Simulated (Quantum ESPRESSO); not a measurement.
# Magnetic state of SrMn2As2 from several starts

Wanted: the moments of SrMn2As2 and the energy of each order that was tried.

Program: Quantum ESPRESSO 7.5. Level of theory: PBEsol; plane waves with GBRV 1.5 PBEsol potentials, no spin-orbit coupling. Results are calculated unless marked as measured.

**What experiment says.**

For SrMn2As2, trigonal CaAl2Si2-type (bulk crystal), “Metallic behavior induced by potassium doping of the trigonal antiferromagnetic insulator EuMn2As2” (2016, arxiv:1606.03969) quotes earlier work: moment (ordered moment per Mn) 3.6 ± 0.2 μB [literature value compiled in a comparison table].

Most raw output is cut from this account.

## Step 1: The starting structure

It takes space group P-3m1 (No. 164, trigonal). Conventional cell: a = 4.076 Å, b = 4.076 Å, c = 7.351 Å, α = 90.00°, β = 90.00°, γ = 120.00°. Nearest to Sr lie 6 As at 3.14 Å. Mn has 4 As at 2.43 to 2.48 Å nearest. Nearest to As lie 4 Mn at 2.43 to 2.48 Å and 3 Sr at 3.14 Å. Farther neighbours are not listed.

The cell comes from Materials Project 2023-11-01, a database of computed structures, and need not be the stable phase.

## Step 2: Start 1: ferro ++

The signs are those of the starting moments on the seeded atoms, the atoms that are given a moment.

pw.in

```
&CONTROL
  calculation = 'scf'
  prefix = 'pwscf'
  outdir = './tmp'
  pseudo_dir = './pseudo'
  disk_io = 'nowf'
/
&SYSTEM
  ibrav = 0
  nat = 5
  ntyp = 3
  ecutwfc = 40
  ecutrho = 280
  nbnd = 38
  occupations = 'smearing'
  smearing = 'fd'
  degauss = 0.00734986
  nspin = 2
  starting_magnetization(1) = 0
  starting_magnetization(2) = 0.2333
  starting_magnetization(3) = 0
/
&ELECTRONS
  conv_thr = 1d-08
  electron_maxstep = 150
  mixing_beta = 0.3
/
ATOMIC_SPECIES
Sr     87.6200 sr_pbesol_v1.uspp.F.UPF
Mn     54.9380 mn_pbesol_v1.5.uspp.F.UPF
As     74.9216 as_pbesol_v1.uspp.F.UPF
CELL_PARAMETERS angstrom
   4.0763099881    0.0000000000    0.0000000000
  -2.0381549941    3.5301880034    0.0000000000
   0.0000000000    0.0000000000    7.3514670000
ATOMIC_POSITIONS crystal
Sr      0.0000000000    0.0000000000    0.0000000000
Mn      0.6666666700    0.3333333300    0.3876830000
Mn      0.3333333300    0.6666666700    0.6123170000
As      0.6666666700    0.3333333300    0.7179570000
As      0.3333333300    0.6666666700    0.2820430000
K_POINTS automatic
8 8 4 0 0 0
```

Started as:

```sh
OMP_NUM_THREADS=1 mpirun -n 4 pw.x -nk 4 -in pw.in > pw.out
```

Run time: 47 s. Hardware: 4 MPI ranks of Arm Neoverse V2, shared host; peak memory 0.71 GiB.

Spin moment in the atom's sphere by atom:

```tsv
atom	spin moment in the atom's sphere (μB)
Sr1	0.01
Mn2	2.78
Mn3	2.78
As4	-0.09
As5	-0.09
```

Read from the output:

```
smearing term TS       : 0.1604 eV
magnetization          : 5.871 μB
absolute magnetization : 6.447 μB
final state            : ferromagnetic
```

## Step 3: Run 2, typed as antiferro +−

pw.in, as its differences from that of step 2:

```diff
@@ -10,6 +10,6 @@
   nat = 5
-  ntyp = 3
+  ntyp = 4
   ecutwfc = 40
   ecutrho = 280
-  nbnd = 38
+  nbnd = 34
   occupations = 'smearing'
@@ -20,3 +20,4 @@
   starting_magnetization(2) = 0.2333
-  starting_magnetization(3) = 0
+  starting_magnetization(3) = -0.2333
+  starting_magnetization(4) = 0
 /
@@ -29,3 +30,4 @@
 Sr     87.6200 sr_pbesol_v1.uspp.F.UPF
-Mn     54.9380 mn_pbesol_v1.5.uspp.F.UPF
+Mn1    54.9380 mn_pbesol_v1.5.uspp.F.UPF
+Mn2    54.9380 mn_pbesol_v1.5.uspp.F.UPF
 As     74.9216 as_pbesol_v1.uspp.F.UPF
@@ -37,4 +39,4 @@
 Sr      0.0000000000    0.0000000000    0.0000000000
-Mn      0.6666666700    0.3333333300    0.3876830000
-Mn      0.3333333300    0.6666666700    0.6123170000
+Mn1     0.6666666700    0.3333333300    0.3876830000
+Mn2     0.3333333300    0.6666666700    0.6123170000
 As      0.6666666700    0.3333333300    0.7179570000
```

It took 44 s on 4 MPI ranks; peak memory 0.7 GiB; 2.9 min of CPU time.

Spin moment in the atom's sphere by atom:

```tsv
atom	spin moment in the atom's sphere (μB)
Sr1	0.00
Mn2	3.30
Mn3	-3.30
As4	0.02
As5	-0.02
```

Read from the output:

```
smearing term TS       : 0.07429 eV
magnetization          : 0 μB
absolute magnetization : 7.606 μB
final state            : antiferromagnetic
```

## Step 4: Start 3: antiferro q=(0,0,1/2) +−−+

This order needs a doubled cell of 10 atoms. The wavevector q is in fractions of the reciprocal vectors of the crystal's primitive cell, as the cells of these inputs are built from it; moments change sign between cells as cos(2π q·R).

pw.in

```
&CONTROL
  calculation = 'scf'
  prefix = 'pwscf'
  outdir = './tmp'
  pseudo_dir = './pseudo'
  disk_io = 'nowf'
/
&SYSTEM
  ibrav = 0
  nat = 10
  ntyp = 4
  ecutwfc = 40
  ecutrho = 280
  nbnd = 64
  occupations = 'smearing'
  smearing = 'fd'
  degauss = 0.00734986
  nspin = 2
  starting_magnetization(1) = 0
  starting_magnetization(2) = 0.2333
  starting_magnetization(3) = -0.2333
  starting_magnetization(4) = 0
/
&ELECTRONS
  conv_thr = 2d-08
  electron_maxstep = 150
  mixing_beta = 0.3
/
ATOMIC_SPECIES
Sr     87.6200 sr_pbesol_v1.uspp.F.UPF
Mn1    54.9380 mn_pbesol_v1.5.uspp.F.UPF
Mn2    54.9380 mn_pbesol_v1.5.uspp.F.UPF
As     74.9216 as_pbesol_v1.uspp.F.UPF
CELL_PARAMETERS angstrom
   4.0763099881    0.0000000000    0.0000000000
  -2.0381549941    3.5301880034    0.0000000000
   0.0000000000    0.0000000000   14.7029340000
ATOMIC_POSITIONS crystal
Sr      0.0000000000    0.0000000000    0.0000000000
Sr      0.0000000000    0.0000000000    0.5000000000
Mn1     0.6666666700    0.3333333300    0.1938415000
Mn2     0.6666666700    0.3333333300    0.6938415000
Mn2     0.3333333300    0.6666666700    0.3061585000
Mn1     0.3333333300    0.6666666700    0.8061585000
As      0.6666666700    0.3333333300    0.3589785000
As      0.6666666700    0.3333333300    0.8589785000
As      0.3333333300    0.6666666700    0.1410215000
As      0.3333333300    0.6666666700    0.6410215000
K_POINTS automatic
8 8 2 0 0 0
```

The job ended after 2 min (4 MPI ranks; peak memory 1.2 GiB; 8 min of CPU time).

Spin moment in the atom's sphere by atom:

```tsv
atom	spin moment in the atom's sphere (μB)
Sr1	0.00
Sr2	0.00
Mn3	3.30
Mn4	-3.30
Mn5	-3.30
Mn6	3.30
As7	0.02
As8	-0.02
As9	-0.02
As10	0.02
```

Numbers from this step:

- smearing term TS: 0.1478 eV
- magnetization: 0 μB
- absolute magnetization: 15.21 μB
- final state: antiferromagnetic

## Step 5: Start 4: no spin polarisation

pw.in

```
&CONTROL
  calculation = 'scf'
  prefix = 'pwscf'
  outdir = './tmp'
  pseudo_dir = './pseudo'
  disk_io = 'nowf'
/
&SYSTEM
  ibrav = 0
  nat = 5
  ntyp = 3
  ecutwfc = 40
  ecutrho = 280
  nbnd = 34
  occupations = 'smearing'
  smearing = 'fd'
  degauss = 0.00734986
/
&ELECTRONS
  conv_thr = 1d-08
  electron_maxstep = 150
  mixing_beta = 0.3
/
ATOMIC_SPECIES
Sr     87.6200 sr_pbesol_v1.uspp.F.UPF
Mn     54.9380 mn_pbesol_v1.5.uspp.F.UPF
As     74.9216 as_pbesol_v1.uspp.F.UPF
CELL_PARAMETERS angstrom
   4.0763099881    0.0000000000    0.0000000000
  -2.0381549941    3.5301880034    0.0000000000
   0.0000000000    0.0000000000    7.3514670000
ATOMIC_POSITIONS crystal
Sr      0.0000000000    0.0000000000    0.0000000000
Mn      0.6666666700    0.3333333300    0.3876830000
Mn      0.3333333300    0.6666666700    0.6123170000
As      0.6666666700    0.3333333300    0.7179570000
As      0.3333333300    0.6666666700    0.2820430000
K_POINTS automatic
8 8 4 0 0 0
```

Wall time 20 s (4 MPI ranks); peak memory 0.46 GiB.

This step gave:

* smearing term TS: 0.2860 eV
* final state: non-magnetic (no spin polarisation)

## Step 6: The states side by side

An order is kept where moments of 0.15 μB or more survive with the typed signs; meshes match where a doubled cell samples the same k points as the first cell.

Orders:

```tsv
start	final state	typed order kept	energy over the lowest (meV a seeded atom)	largest site moment (μB)	net moment (μB a cell of the first run)	mesh matched	CPU time (s)
ferro ++	ferromagnetic	yes	255.8	2.776	5.871	yes	187.4
antiferro +-	antiferromagnetic	yes	0	3.297	0	yes	176
antiferro q=(0,0,1/2) +--+	antiferromagnetic	yes	9.744	3.303	0	yes	477.7
no spin polarisation	non-magnetic	-	781.5	0	0	yes	80.49
```

## Step 7: The lowest state again, with its states saved

pw.in

```
&CONTROL
  calculation = 'scf'
  prefix = 'pwscf'
  outdir = './tmp'
  pseudo_dir = './pseudo'
  disk_io = 'low'
/
&SYSTEM
  ibrav = 0
  celldm(1) = 8
  nat = 5
  ntyp = 4
  ecutwfc = 40
  ecutrho = 280
  nbnd = 38
  occupations = 'smearing'
  smearing = 'fd'
  degauss = 0.00734986
  nspin = 2
  starting_magnetization(1) = 0
  starting_magnetization(2) = 0.2333
  starting_magnetization(3) = -0.2333
  starting_magnetization(4) = 0
/
&ELECTRONS
  conv_thr = 1d-08
  electron_maxstep = 150
  mixing_beta = 0.3
/
ATOMIC_SPECIES
Sr     87.6200 sr_pbesol_v1.uspp.F.UPF
Mn1    54.9380 mn_pbesol_v1.5.uspp.F.UPF
Mn2    54.9380 mn_pbesol_v1.5.uspp.F.UPF
As     74.9216 as_pbesol_v1.uspp.F.UPF
CELL_PARAMETERS alat
   0.9628886845732    0.0000000000000    0.0000000000000
  -0.4814443422984    0.8338860618582    0.0000000000000
   0.0000000000000    0.0000000000000    1.7365324055280
ATOMIC_POSITIONS crystal
Sr      0.0000000000    0.0000000000    0.0000000000
Mn1     0.6666666700    0.3333333300    0.3876830000
Mn2     0.3333333300    0.6666666700    0.6123170000
As      0.6666666700    0.3333333300    0.7179570000
As      0.3333333300    0.6666666700    0.2820430000
K_POINTS automatic
8 8 4 0 0 0
```

Wall time 46 s (4 MPI ranks); peak memory 0.71 GiB; 3.1 min of CPU time.

Read from the output:

```
smearing term TS       : 0.07429 eV
magnetization          : 0 μB
absolute magnetization : 7.606 μB
final state            : antiferromagnetic
largest moment         : 3.297 μB
```

## Step 8: Another way to count moments

projwfc.x projects the saved states on orthogonalised atomic orbitals of the pseudopotential files.

Run time: 2.3 s. Hardware: 4 MPI ranks; peak memory 0.36 GiB.

```tsv
atom	moment in the sphere (μB)	Löwdin moment (μB)	Löwdin charge (e)
Sr1	0.000	0.000	10.310
Mn2	3.297	3.792	15.218
Mn3	-3.297	-3.792	15.218
As4	0.017	0.063	4.589
As5	-0.017	-0.063	4.589
```

## Step 9: Outcome

| Quantity | Value |
| --- | --- |
| lowest state found | antiferromagnetic (from antiferro +-) |
| largest site moment | 3.30 μB |
| next state with moments | antiferromagnetic, 9.74 meV a seeded atom higher |
| state without moments | 781 meV a seeded atom higher |

The largest moment reads 3.30 μB in the sphere and 3.79 μB by Löwdin projection; a site moment hangs on how space is shared out. Only these 4 starts were compared; other wavevectors, canted and longer-period orders were not. A computed site moment is spin alone and hangs on the region that is counted: the program's spheres do not touch and miss the tail of the moment. Measured moments hold any orbital part as well, and belong to the order of the sample, which need not be the order of this run. Energies are free energies at an electronic temperature of 1160 K, which lowers moments and differences where the moments are itinerant.

Calculation against experiment:

```
        quantity  measured  in the sphere         Löwdin
moment (Mn) (μB)       3.6  3.30 (-8.4 %)  3.79 (+5.3 %)
```

Measured values from arxiv:1606.03969 (2016).

How well it matches: For the moment, of the levels listed nearest comes Löwdin (+5.3 %) and farthest in the sphere (-8.4 %). No cell relaxation is part of this session.

[Logs and program files are shortened in this print: banners, set-up blocks, solver, clock and traceback lines can be left out without a mark of their own.]

[Logs are printed without paths, hosts, clocks, repeated set-up lines and the standing remarks that a program may print on its own settings, such as how far it seeks lower states.]

[Hosts, paths, dates, database ids (printed as entryN), source tags and the programs' standing remarks are cut or masked in the printed files.]

[Where a cell is said to come from a database of computed structures, the database is the Materials Project.]
